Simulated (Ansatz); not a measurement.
**Sensitivity of the G0W0 gap of BaTiO3 (Barioperovskite)**

Aim: change settings of a G0W0 run on BaTiO3 (Barioperovskite) and see what moves.

Program: Ansatz 0.2.0. Level of theory: G0W0 on LDA, plane waves, PAW. Results are calculated unless marked as measured.

**1. Starting point**

The structure is orthorhombic, space group Amm2 (No. 38). Conventional cell: a = 3.986 Å, b = 5.674 Å, c = 5.690 Å, α = 90.00°, β = 90.00°, γ = 90.00°. Nearest to Ba lie 12 O at 2.77 to 2.92 Å. Nearest to Ti lie 6 O at 1.93 to 2.09 Å. Nearest to O lie 2 Ti at 2.00 Å and 4 Ba at 2.77 to 2.92 Å. Nearest to O lie 2 Ti at 1.93 to 2.09 Å and 4 Ba at 2.81 to 2.84 Å. Farther neighbours and most contacts between anions are not listed.

As a file:

```cif
data_structure
_symmetry_space_group_name_H-M 'Amm2'
_symmetry_Int_Tables_number 38
_cell_length_a 3.9855
_cell_length_b 5.6738
_cell_length_c 5.6903
_cell_angle_alpha 90.000
_cell_angle_beta 90.000
_cell_angle_gamma 90.000
_cell_volume 128.67
loop_
_atom_site_label
_atom_site_type_symbol
_atom_site_symmetry_multiplicity
_atom_site_Wyckoff_symbol
_atom_site_fract_x
_atom_site_fract_y
_atom_site_fract_z
_atom_site_occupancy
Ba1 Ba 2 a 0.00000 0.00000 0.00000 1
Ti1 Ti 2 b 0.50000 0.50000 0.01240 1
O1 O 2 a 0.00000 0.50000 0.98740 1
O2 O 4 e 0.50000 0.25670 0.24854 1
```

The cell and positions come from the Crystallography Open Database and are kept as given unless a step says otherwise. Spin-orbit coupling is left out unless a step names it. The default PAW set here is soft_2. Its files were made with PBE.

**2. The base run: 4×4×4 mesh, 83 empty bands, screening to 69 eV**

G0W0 replaces the xc potential by the self-energy, built once from these orbitals. Only a window of levels is corrected, while the sums run over the empty bands that the input names.

input.yaml reads:

```yaml
crystal:
  lattice:
    - [3.9855, 0.0, 0.0]
    - [0.0, 2.8369, 2.84515]
    - [0.0, -2.8369, 2.84515]
  atoms:
    - { symbol: Ba, position: [0.0, 0.0, 0.0] }
    - { symbol: Ti, position: [0.5, 0.5124, 0.5124] }
    - { symbol: O, position: [0.0, 0.4874, 0.4874] }
    - { symbol: O, position: [0.5, 0.50524, 0.99184] }
    - { symbol: O, position: [0.5, 0.99184, 0.50524] }
kpoints:
  mp_grid: { grid: [4, 4, 4] }
hamiltonian:
  xc: lda
scf:
  occupations: { method: fixed }
gw:
  n_empty_bands: 83
  ecut_chi: 69
  qp_bands: [v2, c2]
  qp_kpoints: band_edges
  screening: { model: contour_deformation }
```

Started as:

```bash
$ ansatz run input.yaml --threads 3 --pin off --max-ram 92160MiB --backend cuda --events-out ev --progress --plain --runs-dir out --devices 1 --max-vram 13GiB
```

Numbers of over 12 decimals in the logs are rounded to 6 here.

Output:

```text
GPUs: using 1 of 1 available (devices: 1).
Engine: ansatz 0.2.0, x86_64-unknown-linux-gnu
Pseudopotentials: kind: paw
Pseudopotential: Ba, paw, valence charge 10, recommended cutoff 420 eV (normal), Ba.paw.azcp
Pseudopotential: Ti, paw, valence charge 12, recommended cutoff 420 eV (normal), Ti.paw.azcp
Pseudopotential: O, paw, valence charge 6, recommended cutoff 420 eV (normal), O.paw.azcp
Functional definition: SPW92
  exchange = slater_x
  correlation = pw_c
device memory: the entry about to start is reckoned to put 0.7 GiB on a device that reports 56.8 GiB free (of which the cap on the GPU budget leaves the run 13.0 GiB)
GPU FFT provider: cuFFT
GPU libraries: cuBLAS 13.8.2, cuFFT 12.4.0, cuSOLVER 12.3.4
Crystal: 5 atoms, lattice volume = 64.337 Å³
Basis set: ecut = 420 eV, 1249 PW (Γ)
Bands: 25, of which v1, the nominal top of the filled ones, is band 20 counted from 1 (19 counted from 0)
Symmetry: 4 space group operations
Space group: Amm2 (ITA 38), of the structure as read, at distance tolerance 4.0e-5 Å
k-points: 21 of 64 (time reversal used)
Non-local potential: Ba, projectors of the file, l = 0: 3, l = 1: 2, l = 2: 2, l = 3: 2
Non-local potential: Ti, projectors of the file, l = 0: 3, l = 1: 2, l = 2: 3, l = 3: 1
Non-local potential: O, projectors of the file, l = 0: 2, l = 1: 2, l = 2: 1
PAW form: soft (Blöchl's): semilocal exchange-correlation on the pseudo side does not see the compensation charge
PAW frozen core: Ba, regenerated for the run's functional, and the local potential with it (the file was generated under x = pbe(κ = 0.804, μ = 0.219515), c = pbe(β = 0.066725))
PAW frozen core: Ti, regenerated for the run's functional, and the local potential with it (the file was generated under x = pbe(κ = 0.804, μ = 0.219515), c = pbe(β = 0.066725))
PAW frozen core: O, regenerated for the run's functional, and the local potential with it (the file was generated under x = pbe(κ = 0.804, μ = 0.219515), c = pbe(β = 0.066725))
PAW one-centre angular grid: Ba, 194 points (default); XC on 64 Gauss nodes
PAW one-centre angular grid: Ti, 590 points (default); XC on 64 Gauss nodes
PAW one-centre angular grid: O, 110 points (default); XC on 64 Gauss nodes
Initial density: superposition of atomic densities (neutral atoms: chi_scale 0, normalization atom), corrected by the library's trained network
Initial wavefunctions: pseudopotential atomic-orbital guess
GPU buffer pool allocated for 19683 grid points (all kernels)
GPU transforms: local potential and band sums: pruned to the plane-wave sphere, on 27×27×27
Functional: x = slater, c = lda
SCF iter   1: F=—  HF=-9904.434224 eV  |F-HF|=—  |Δ(HF+E_count)|=         —  Δρ=1.89e-2  dr2=2.25e-1  ethr=1.77e-3  ⟨swp⟩=4.3  Hψ=2240  notcnv=0  defer=25
[...]
gw.qp_kpoints: band_edges: 15 of 21 stored k-points solved, in 1 pass; an edge of the gap read off the rows below is read off those points alone
    valence top: of the k-points left out ik 17 came nearest to being solved in a further pass, in band 19 (counted from 1, as in the quasiparticle table): it holds the edge there only if its correction is more favourable than any solved in that band by at least 0.526 eV; those differ by 0.136 eV
    conduction bottom: of the k-points left out ik 4 came nearest to being solved in a further pass, in band 21 (counted from 1, as in the quasiparticle table): it holds the edge there only if its correction is more favourable than any solved in that band by at least 1.034 eV; those differ by 0.046 eV
  `?` marks the rows in doubt; gw_qp.tsv's column doubts and the gw_qp event give each row's grounds
    ik  band        ε_KS         Σx   Σc(E_QP)       V_xc       Z   E_QP_lin       E_QP  E_QP is
     0    19      9.6661   -25.8654     4.6331   -21.4082  0.7282     9.8414     9.8420  root
     0    20      9.7125   -25.9698     4.6921   -21.4480  0.7285     9.8823     9.8828  root
     0    21     11.6928   -12.6238    -6.1619   -20.5621  0.7379    13.5601    13.4691  root
     0    22     11.7568   -12.7513    -6.0548   -20.5688  0.7373    13.6100    13.5195  root
     1    19      9.2959   -25.2911     4.4607   -21.0062  0.7249     9.4710     9.4716  root
     1    20      9.4019   -25.6705     4.6662   -21.1610  0.7255     9.5582     9.5587  root
     1    21     11.8544   -13.0213    -6.1330   -20.9345  0.7341    13.7294    13.6346  root
     1    22     12.6419   -14.0416    -6.1568   -21.9581  0.7171    14.5064    14.4016  root ?
     2    19      9.0852   -25.4331     4.6711   -20.8941  0.7227     9.2170     9.2174  root
[...]
2    22     13.4132   -14.7212    -6.7347   -23.2301  0.6932    15.3239    15.1873  root ?
[...]
3    21     12.7085   -14.0494    -6.2485   -22.0687  0.7161    14.5877    14.4792  root ?
     3    22     12.7241   -14.2729    -6.2585   -22.3041  0.7128    14.6078    14.4968  root ?
[...]
5    21     12.5825   -13.8841    -6.2837   -21.9479  0.7177    14.4702    14.3626  root ?
     5    22     12.8386   -14.3817    -6.2516   -22.4011  0.7114    14.7175    14.6064  root ?
[...]
6    21     13.4285   -14.7358    -6.8377   -23.3563  0.6916    15.3513    15.2111  root ?
     6    22     13.4890   -14.7291    -6.8669   -23.3776  0.6910    15.4116    15.2706  root ?
[...]
18    19      9.3593   -25.1407     4.9497   -20.2654  0.7160     9.4336     9.4337  root
    18    20      9.8490   -25.6963     4.9925   -20.8309  0.7190     9.9758     9.9761  root
    18    21     13.7389   -14.6895    -7.0807   -23.5443  0.6853    15.6632    15.5130  root ?
    18    22     13.7406   -14.7168    -7.0625   -23.5490  0.6855    15.6592    15.5103  root ?
    20    19      9.8648   -25.7593     5.0009   -20.8941  0.7191    10.0001    10.0005  root
    20    20      9.8753   -25.7542     4.9928   -20.8989  0.7191    10.0124    10.0128  root
    20    21     14.0510   -14.6758    -7.4123   -23.8535  0.6743    15.9750    15.8164  root ?
    20    22     14.0927   -14.7025    -7.4899   -23.9588  0.6716    16.0215    15.8591  root ?
[key lines of the parts left out:]
SCF converged after 8 iterations
Free energy (F): -9904.388729 eV
Fermi energy:    9.875320 eV
```

Run time: 11 s. Hardware: 1 × NVIDIA H100 80GB HBM3 (shared by 6 runs) with 3 threads of AMD EPYC 7R13 (Zen 3), shared host; peak memory 1.1 GiB; 15 s of CPU time.

This step gave:

- bands summed: 103
- RPA ε∞ on this mesh (eigenvalues): 6.584, 6.649, 6.716
- plane waves in the screening matrix: 81
- q-points in the mesh: 64
- G0W0 gap on the mesh: 3.456 eV
- k of the valence top: -0.5, -0.5, -0.5
- k of the conduction bottom: 0, 0, 0
- starting gap on the mesh: 1.817 eV
- Z at the valence top: 0.7191
- Z at the conduction bottom: 0.7379
- least direct G0W0 gap on the computed points: 3.586 eV

The gap on the mesh goes from 1.82 eV to 3.46 eV, a correction of +1.64 eV. Between the two edge states, bare exchange in place of the xc potential would open the gap by 12.79 eV, and correlation takes back 11.15 eV.

**3. Variant: static remainder**

This step: G0W0 on LDA, plane waves, norm-conserving pseudopotentials.

Changes to input.yaml since step 2:

```diff
@@ -15,2 +15,3 @@
   xc: lda
+  pseudopotentials: { kind: nc }
 scf:
@@ -18,4 +19,4 @@
 gw:
-  n_empty_bands: 83
-  ecut_chi: 69
+  n_empty_bands: 67
+  ecut_chi: 100
   qp_bands: [v2, c2]
@@ -23 +24,2 @@
   screening: { model: contour_deformation }
+  static_remainder: true
```

Output:

```text
Warning: gw takes pair_densities: pseudo, which can misplace gaps by tens of per cent, since gw.static_remainder lacks the terms of the atoms
GPUs: using 1 of 1 available (devices: 1).
[...]
GPU FFT provider: cuFFT
GPU libraries: cuBLAS 13.8.2, cuFFT 12.4.0, cuSOLVER 12.3.4
Crystal: 5 atoms, lattice volume = 64.337 Å³
Basis set: ecut = 1142.878222 eV, 5637 PW (Γ)
Bands: 25, of which v1, the nominal top of the filled ones, is band 20 counted from 1 (19 counted from 0)
[... 1 set-up line as in the run before ...]
[...]
k-points: 21 of 64 (time reversal used)
[...]
GPU buffer pool allocated for 91125 grid points (all kernels)
[...]
SCF iter   1: F=—  HF=-3736.999306 eV  |F-HF|=—  |Δ(HF+E_count)|=         —  Δρ=5.16e-2  dr2=1.82e0  ethr=3.10e-3  ⟨swp⟩=5.5  Hψ=2271  notcnv=0  defer=53
[...]
SCF iter   9: F=-3736.334386 eV  HF=-3736.334386 eV  |F-HF|=3.27e-8  |Δ(HF+E_count)|=   3.13e-8  Δρ=8.37e-6  dr2=3.94e-8  ethr=2.50e-10  ⟨swp⟩=14.4  Hψ=3375  notcnv=0
SCF 1 converged in 9 iterations: F = -3736.334386 eV  dr2 = 3.94e-8
[...]
NSCF: frozen V_eff on 21 k-points, pencils in batches of 32, up to order 100
[...]
NSCF: frozen V_eff on 21 k-points
G₀W₀ screening: q 1/21
[... further progress lines ...]
[...]
SCF converged after 9 iterations
Free energy (F): -3736.334386 eV
[...]
Internal energy: -3736.334386 eV  (E = F + TS)
E sigma→0 (E₀):  -3736.334386 eV
Fermi energy:    9.921505 eV
[...]
--- Band table (eV; the first three rows and the last of 21) ---
  k-point 0: bands = [... 16 lower, 8.7976, 9.5958, 9.7052, 9.7513, 11.7593, 11.8228, 11.9852, 14.0591, ... 1 higher]
  k-point 1: bands = [... 16 lower, 8.4731, 8.7027, 9.3358, 9.4411, 11.9211, 12.7099, 12.7650, 14.0944, ... 1 higher]
  k-point 2: bands = [... 16 lower, 8.0759, 8.2439, 9.1237, 9.2056, 11.9876, 13.4845, 13.5125, 14.0914, ... 1 higher]
  k-point 20: bands = [... 16 lower, 7.5851, 9.8757, 9.9113, 9.9215, 14.1267, 14.1690, 14.1798, 16.5980, ... 1 higher]
[...]
static-remainder magnitude (band-truncation diagnostic): 1.7365 eV
[...]
0    19      9.7052   -24.7786     4.2690   -19.9487  0.7260     9.1377     9.1444  root
     0    20      9.7513   -24.8751     4.3239   -19.9848  0.7263     9.1781     9.1849  root
     0    21     11.7593   -11.4475    -6.3762   -18.7922  0.7379    12.7470    12.7277  root
     0    22     11.8228   -11.5715    -6.2714   -18.8035  0.7372    12.8025    12.7835  root
     1    19      9.3358   -24.2980     4.1242   -19.6388  0.7229     8.7944     8.8008  root
     1    20      9.4411   -24.6618     4.3172   -19.7886  0.7236     8.8782     8.8851  root
     1    21     11.9211   -11.8084    -6.3545   -19.1235  0.7340    12.9012    12.8817  root
     1    22     12.7099   -12.7406    -6.3820   -20.0289  0.7165    13.6371    13.6162  root
[...]
20    19      9.9113   -24.8911     4.6633   -19.6915  0.7165     9.3685     9.3750  root
    20    20      9.9215   -24.8877     4.6555   -19.6979  0.7166     9.3807     9.3871  root
    20    21     14.1267   -13.1149    -7.5784   -21.5579  0.6731    15.0198    14.9913  root
    20    22     14.1690   -13.1336    -7.6481   -21.6487  0.6702    15.0652    15.0360  root
```

Elapsed: 18 s, on 1 × NVIDIA H100 80GB HBM3 (shared by 6 runs) with 3 threads; peak memory 1.2 GiB; 24 s of CPU time.

Against the base:

| setting | base | variant |
| --- | --- | --- |
| files | default PAW | norm-conserving |
| empty bands | 83 | 67 |
| screening cutoff (eV) | 69 | 100 |
| static remainder | - | true |

| quantity | variant | base |
| --- | --- | --- |
| starting gap on the mesh | 1.838 | 1.817 |
| G0W0 gap on the mesh | 3.341 | 3.456 |
| least direct G0W0 gap on the computed points | 3.543 | 3.586 |
| Z at the valence top | 0.717 | 0.719 |
| Z at the conduction bottom | 0.738 | 0.738 |

**4. Variant: guard bands**

This step: G0W0 on LDA, plane waves, PAW.

Changes to input.yaml since step 3:

```diff
@@ -15,3 +15,2 @@
   xc: lda
-  pseudopotentials: { kind: nc }
 scf:
@@ -19,4 +18,4 @@
 gw:
-  n_empty_bands: 67
-  ecut_chi: 100
+  n_empty_bands: 104
+  ecut_chi: 80
   qp_bands: [v2, c2]
@@ -24,2 +23,2 @@
   screening: { model: contour_deformation }
-  static_remainder: true
+  n_guard_bands: 2
```

Output:

```text
GPUs: using 1 of 1 available (devices: 1).
[...]
GPU FFT provider: cuFFT
GPU libraries: cuBLAS 13.8.2, cuFFT 12.4.0, cuSOLVER 12.3.4
Crystal: 5 atoms, lattice volume = 64.337 Å³
Basis set: ecut = 420 eV, 1249 PW (Γ)
Bands: 25, of which v1, the nominal top of the filled ones, is band 20 counted from 1 (19 counted from 0)
[... 1 set-up line as in the run before ...]
[...]
k-points: 21 of 64 (time reversal used)
[...]
GPU buffer pool allocated for 19683 grid points (all kernels)
[...]
SCF iter   1: F=—  HF=-9904.434224 eV  |F-HF|=—  |Δ(HF+E_count)|=         —  Δρ=1.89e-2  dr2=2.25e-1  ethr=1.77e-3  ⟨swp⟩=4.3  Hψ=2240  notcnv=0  defer=25
[...]
SCF iter   8: F=-9904.388729 eV  HF=-9904.388729 eV  |F-HF|=1.09e-8  |Δ(HF+E_count)|=   2.93e-7  Δρ=6.33e-6  dr2=2.25e-8  ethr=2.50e-10  ⟨swp⟩=7.1  Hψ=2486  notcnv=0
SCF 1 converged in 8 iterations: F = -9904.388729 eV  dr2 = 2.25e-8
[...]
G₀W₀ screening: q 1/21
[... further progress lines ...]
[...]
SCF converged after 8 iterations
Free energy (F): -9904.388729 eV
[...]
Internal energy: -9904.388729 eV  (E = F + TS)
E sigma→0 (E₀):  -9904.388729 eV
Fermi energy:    9.875320 eV
[...]
--- Band table (eV; the first three rows and the last of 21) ---
  k-point 0: bands = [... 16 lower, 8.7484, 9.5552, 9.6661, 9.7125, 11.6928, 11.7568, 11.9208, 13.9748, ... 1 higher]
  k-point 1: bands = [... 16 lower, 8.4230, 8.6557, 9.2959, 9.4019, 11.8544, 12.6419, 12.6973, 14.0092, ... 1 higher]
[...]
1    22     12.6419   -14.0416    -6.2496   -21.9581  0.7156    14.3973    14.3088  root
[...]
2    22     13.4132   -14.7212    -6.8265   -23.2301  0.6916    15.2113    15.0956  root ?
[...]
6    21     13.4285   -14.7358    -6.9299   -23.3563  0.6900    15.2376    15.1190  root ?
     6    22     13.4890   -14.7291    -6.9580   -23.3776  0.6894    15.2994    15.1795  root ?
[...]
9    22     13.4283   -14.7121    -6.8954   -23.2950  0.6905    15.2336    15.1158  root ?
[...]
13    21     13.7054   -14.7072    -7.1275   -23.5199  0.6853    15.5169    15.3906  root ?
    13    22     13.7370   -14.6844    -7.1821   -23.5445  0.6832    15.5439    15.4151  root ?
[...]
14    22     13.3878   -14.7630    -6.7674   -23.2089  0.6930    15.1797    15.0663  root ?
[...]
15    22     13.4364   -14.7236    -6.8843   -23.2908  0.6908    15.2360    15.1192  root ?
[...]
16    21     13.4434   -14.7179    -6.9390   -23.3470  0.6897    15.2526    15.1335  root ?
    16    22     13.4591   -14.7841    -6.9157   -23.3839  0.6893    15.2614    15.1433  root ?
    18    19      9.3593   -25.1407     4.8881   -20.2654  0.7143     9.3722     9.3722  root
    18    20      9.8490   -25.6963     4.9291   -20.8309  0.7172     9.9127     9.9128  root
    18    21     13.7389   -14.6895    -7.1747   -23.5443  0.6835    15.5481    15.4190  root ?
    18    22     13.7406   -14.7168    -7.1557   -23.5490  0.6837    15.5452    15.4172  root ?
    20    19      9.8648   -25.7593     4.9368   -20.8941  0.7172     9.9364     9.9365  root
    20    20      9.8753   -25.7542     4.9285   -20.8989  0.7173     9.9484     9.9485  root
    20    21     14.0510   -14.6758    -7.5052   -23.8535  0.6726    15.8598    15.7235  root ?
    20    22     14.0927   -14.7025    -7.5838   -23.9588  0.6698    15.9048    15.7652  root ?
```

The job ended after 14 s (1 × NVIDIA H100 80GB HBM3 (shared by 6 runs) with 3 threads; peak memory 1.1 GiB).

The G0W0 gap on the mesh is 3.428 eV.

Against the base:

| setting | base | variant |
| --- | --- | --- |
| empty bands | 83 | 104 |
| screening cutoff (eV) | 69 | 80 |
| n guard bands | - | 2 |

| quantity | variant | base |
| --- | --- | --- |
| starting gap on the mesh | 1.817 | 1.817 |
| G0W0 gap on the mesh | 3.428 | 3.456 |
| least direct G0W0 gap on the computed points | 3.562 | 3.586 |
| Z at the valence top | 0.717 | 0.719 |
| Z at the conduction bottom | 0.737 | 0.738 |

**5. Results**

```
base             : 3.46 eV, 11 s
static remainder : 3.34 eV, 18 s
guard bands      : 3.43 eV, 14 s
```

What this shows: Static remainder: the gap moves by −0.12 eV (the plane-wave cutoff goes from 420 to 1142.88 eV); such settings are too crude to quote. The variant differs from the base in files, empty bands, screening cutoff and static remainder together, so the change can't be laid to one of them. This option needs pseudo pair densities, which the log warns can misplace gaps. Guard bands: the gap moves by −0.03 eV. The variant differs from the base in empty bands, screening cutoff and n guard bands together, so the change can't be laid to one of them. All runs here use a coarse mesh and modest cutoffs; they test settings and are not final values. The 4×4×4 mesh is coarse for this cell (its supercell is 16 Å along the shortest edge). The RPA ε∞ on it, from the LDA start, is 6.58, 6.65 and 6.72; such meshes misread the long-range screening, most where the gap is narrow. The many-body steps are scalar-relativistic: spin-orbit coupling is not in them.

[Paths, hosts, dates, memory and timing lines, banners, echoed tables and standing remarks are left out of the program output.]

[Logs are printed without paths, hosts, clocks, repeated set-up lines and the standing remarks that a program may print on its own settings, such as how far it seeks lower states.]

[Runs of the session that timed out or met a known fault of the program may be left out.]

[Cells called generated may have been cut or substituted from an entry of the Crystallography Open Database or the Materials Project.]

[Hosts, paths, dates, database ids (printed as entryN), source tags and the programs' standing remarks are cut or masked in the printed files.]
